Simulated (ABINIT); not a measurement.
# Quasiparticle gap of CsH (Fm-3m) in ABINIT, part 3 of 3

Aim: the G0W0 gap of CsH (Fm-3m) on LDA, step by step.

ABINIT 10.8.3; LDA and many-body steps on it, plane waves. Known limits of the many-body steps: not at the basis limit; no spin-orbit coupling.

So far. Step 4 (Empty states on the mesh, 4×4×4 mesh, 35 bands): On this mesh the gap is 1.956 eV. Step 5 (Screening, 4×4×4 mesh, 31 bands, screening to 87.1 eV): Local fields lower ε∞ by 14 %.

The database entry behind the starting cell differs from later determinations by our own check (0.1 to 0.3 % short, probably kX units), so it need not match the best structure at ambient conditions.

## Step 6: Self-energy, 4×4×4 mesh, 31 bands, screening to 87.1 eV

The self-energy is evaluated for the states that the input lists, and the levels follow from it, in one-shot runs by the linearised quasiparticle equation.

This step: G0W0 on LDA, plane waves, norm-conserving pseudopotentials.

The input, run.abi:

```
acell 3*1.0 Angstrom
rprim 
  -0.000000000000 3.188000000000 3.188000000000
  3.188000000000 -0.000000000000 3.188000000000
  3.188000000000 3.188000000000 -0.000000000000
ntypat 2
znucl 55 1
natom 2
typat 1 2
xred 
  0.000000000000 0.000000000000 0.000000000000
  0.500000000000 0.500000000000 0.500000000000
pp_dirpath "pseudos"
pseudos "Cs.upf, H.upf"
ecut 31
ngkpt 4 4 4
nshiftk 1
shiftk 0 0 0
kptopt 1
chksymbreak 0
istwfk *1
occopt 1
irdwfk 1
optdriver 4
nband 31
gwcalctyp 0
ecutsigx 31
symsigma 1
nkptgw 2
kptgw 
  0.5000000000 0.0000000000 0.0000000000
  0.0000000000 0.0000000000 0.0000000000
bdgw 
  3 8
  2 8
ecuteps 3.2
irdscr 1
ppmodel 1
indata_prefix "in"
outdata_prefix "out"
tmpdata_prefix "tmp"
```

Run with:

```console
OMP_NUM_THREADS=1 mpirun -n 4 abinit run.abi > log
```

Numbers of over 12 decimals in the logs are rounded to 6 here.

The log of the run:

```text
.Version 10.8.3 of ABINIT. v10.8.2 released Aug 2026.

 Symmetries : space group Fm -3 m (#225); Bravais cF (face-center cubic)
[... echo of the input left out ...]
== DATASET  1 ==================================================================
-   mpi_nproc: 4, omp_nthreads: 1 (-1 if OMP is not activated)

--- !DatasetInfo
iteration_state: {dtset: 1, }
dimensions: {natom: 2, nkpt: 8, mband: 31, nsppol: 1, nspinor: 1, nspden: 1, mpw: 3647, }
cutoff_energies: {ecut:  31.0, pawecutdg:  -1.0, }
electrons: {nelect:   1.00000000E+01, charge:   0.00000000E+00, occopt:   1.00000000E+00, tsmear:   1.00000000E-02, }

 SIGMA: Calculation of the GW corrections

 Based on a program developped by R.W. Godby, V. Olevano, G. Onida, and L. Reining.
 Incorporated in ABINIT by V. Olevano, G.-M. Rignanese, and M. Torrent.
.Using double precision arithmetic ; gwpc =  8

[... cell and pseudopotentials left out ...]
--------------------------------------------------------------------------------

 ==== K-mesh for the wavefunctions ====
 Number of points in the irreducible wedge :     8
[... list of points left out ...]
 Together with 48 symmetry operations and time-reversal symmetry
 yields    64 points in the full Brillouin Zone.

 ==== Q-mesh for screening function ====
 Number of points in the irreducible wedge :     8
[... list of points left out ...]
 Together with 48 symmetry operations and time-reversal symmetry
 yields    64 points in the full Brillouin Zone.

 vcoul_init : cutoff-mode = AUXILIARY_FUNCTION
 q-points for optical limit:   1
     1)      0.000010    0.000020    0.000030
 setmesh: FFT mesh size selected  =    45x   45x   45
          total number of points  =        91125

 Number of electrons calculated from density =   10.0000; Expected =   10.0000
 average of density, n =  0.022867
 r_s =    2.1856
 omega_plasma =   14.5870 [eV]

 === KS Band Gaps ===
  >>>> For spin  1
   Minimum direct gap =   1.9563 [eV], located at k-point      :   0.5000  0.0000  0.0000
   Fundamental gap    =   1.9563 [eV], Top of valence bands at :   0.5000  0.0000  0.0000
                                       Bottom of conduction at :   0.5000  0.0000  0.0000
 SIGMA fundamental parameters:
 PLASMON POLE MODEL  1
 number of plane-waves for SigmaX                 3647
 number of plane-waves for SigmaC and W            113
 number of plane-waves for wavefunctions          3647
 number of bands                                    31
 number of independent spin polarizations            1
 number of spinorial components                      1
 number of k-points in IBZ                           8
 number of q-points in IBZ                           8
 number of symmetry operations                      48
 number of k-points in BZ                           64
 number of q-points in BZ                           64
 number of frequencies for dSigma/dE                 9
 frequency step for dSigma/dE [eV]                0.25
 number of omega for Sigma on real axis              0
 max omega for Sigma on real axis  [eV]           0.00
 zcut for avoiding poles [eV]                     0.10

 EPSILON^-1 parameters (SCR file):
 dimension of the eps^-1 matrix on file            113
 dimension of the eps^-1 matrix used               113
 number of plane-waves for wavefunctions          3647
 number of bands                                    31
 number of q-points in IBZ                           8
 number of frequencies                               2
 number of real frequencies                          1
 number of imag frequencies                          1

 matrix elements of self-energy operator (all in [eV])

 Perturbative Calculation

--- !SelfEnergy_ee
iteration_state: {dtset: 1, }
kpoint     : [   0.500,    0.000,    0.000, ]
spin       : 1
KS_gap     :    1.956
QP_gap     :    3.947
Delta_QP_KS:    1.991
data: !SigmaeeData |
     Band     E0 <VxcDFT>   SigX SigC(E0)      Z dSigC/dE  Sig(E)    E-E0       E
        3  -6.239 -12.949 -17.428   2.736   0.785  -0.274 -14.317  -1.368  -7.608
        4  -6.239 -12.949 -17.428   2.736   0.785  -0.274 -14.317  -1.368  -7.608
        5   1.748 -10.145 -13.340   2.029   0.779  -0.283 -11.053  -0.909   0.839
        6   3.704  -6.808  -2.820  -2.692   0.835  -0.197  -5.726   1.082   4.786
        7   6.327  -8.086  -3.583  -2.795   0.826  -0.210  -6.675   1.411   7.738
        8   6.327  -8.086  -3.583  -2.795   0.826  -0.210  -6.675   1.411   7.738

--- !SelfEnergy_ee
iteration_state: {dtset: 1, }
kpoint     : [   0.000,    0.000,    0.000, ]
spin       : 1
KS_gap     :    6.878
QP_gap     :    9.348
Delta_QP_KS:    2.470
data: !SigmaeeData |
     Band     E0 <VxcDFT>   SigX SigC(E0)      Z dSigC/dE  Sig(E)    E-E0       E
        2  -6.143 -13.045 -17.504   2.728   0.785  -0.273 -14.405  -1.360  -7.502
        3  -6.143 -13.045 -17.504   2.728   0.785  -0.273 -14.405  -1.360  -7.502
        4  -6.143 -13.045 -17.504   2.728   0.785  -0.273 -14.405  -1.360  -7.502
        5  -0.114  -8.411 -11.824   2.087   0.772  -0.296  -9.435  -1.024  -1.137
        6   6.764  -8.085  -3.323  -3.001   0.822  -0.217  -6.638   1.447   8.211
        7   6.764  -8.085  -3.323  -3.001   0.822  -0.217  -6.638   1.447   8.211
        8   6.764  -8.085  -3.323  -3.001   0.822  -0.217  -6.638   1.447   8.211

== END DATASET(S) ==============================================================
================================================================================

 -outvars: echo values of variables after computation  --------
           etotal      0.0000000000E+00
            nband          31
             nkpt           8
          spgroup         225
 [... the other variables as echoed above ...]

 Calculation completed.
```

Elapsed: 3.7 s, on 4 MPI ranks of Arm Neoverse V1, shared host; peak memory 0.45 GiB.

This step gave:

| Quantity | Value |
| --- | --- |
| G0W0 gap on the points computed | 3.947 eV |
| starting gap on the mesh | 1.956 eV |
| k of the valence top | 0.5, 0, 0 |
| k of the conduction bottom | 0.5, 0, 0 |
| Z at the valence top | 0.779 |
| Z at the conduction bottom | 0.835 |
| least direct G0W0 gap on the computed points | 3.947 eV |

The gap on the mesh goes from 1.96 eV to 3.95 eV, a correction of +1.99 eV.

Limits: finite bands, cutoff and mesh; no spin-orbit coupling. v1 is the top filled band, c1 the lowest empty one. Levels before and after the correction, in eV, zero at the valence-band top of each column:

```
           conduction bottom  valence top
Kohn-Sham               1.96         0.00
     G0W0               3.95         0.00
```

```
                     level  energy (eV)
Kohn-Sham  (0.5 0 0) v3-v2       -7.987
Kohn-Sham     (0.5 0 0) v1        0.000
Kohn-Sham     (0.5 0 0) c1        1.956
Kohn-Sham  (0.5 0 0) c2-c3        4.579
     G0W0  (0.5 0 0) v3-v2       -8.447
     G0W0     (0.5 0 0) v1        0.000
     G0W0     (0.5 0 0) c1        3.947
     G0W0  (0.5 0 0) c2-c3        6.899
```

## Step 7: Where the time went

Times are wall times on 4 MPI ranks of Arm Neoverse V1, shared host, good to a factor of about two.

```
                          step   time  share  memory (GiB)
                  ground state  7.9 s   19 %          0.29
bands along the symmetry lines   16 s   40 %          0.29
      empty states on the mesh  8.5 s   21 %          0.27
                     screening  4.7 s   11 %          0.49
                   self-energy  3.7 s    9 %          0.45
```

## Step 8: Results

```yaml
lda_gap: 1.96 eV, direct
g0w0_gap_on_the_mesh: 3.95 eV
gw_settings: 4×4×4 mesh, 31 bands, screening to 87.1 eV, Godby-Needs plasmon pole
known_limits: not at the basis limit; no spin-orbit coupling
```

**Reading.** G0W0 moves the gap on the mesh from 1.96 eV to 3.95 eV (+1.99 eV), with Z of 0.78 and 0.83 at the edges. Local fields lower the RPA ε∞ on this mesh from 3.75 to 3.24. Only 2 of the mesh's irreducible points were corrected, so a valley elsewhere could overtake. The dearest step here is «bands along the symmetry lines». Bands and cutoff are finite, so the gap is not at the basis limit. The miss can reach some tenths of an eV and take either sign; the mesh is an error of its own. In the G0W0 run levels were corrected at 2 k points alone, so a gap called «on the mesh» is the least over those, and an edge elsewhere would be missed. The many-body steps are scalar-relativistic: spin-orbit coupling is not in them.

[Paths, hosts, dates, memory and timing lines, banners, echoed tables and standing remarks are left out of the program output.]

[Logs are printed without paths, hosts, clocks, repeated set-up lines and the standing remarks that a program may print on its own settings, such as how far it seeks lower states.]

[Runs of the session that timed out or met a known fault of the program may be left out.]

[Hosts, paths, dates, database ids (printed as entryN), source tags and the programs' standing remarks are cut or masked in the printed files.]

[G0W0 gaps are taken among the corrected bands and points alone; a level outside them can change the order at an edge.]

[Where Ansatz stands beside ABINIT at settings called matched, ABINIT's density can come from a denser mesh and the files from another edition; pairs whose starting gaps differed by over 0.03 eV were left out, so agreement reads better than it is.]
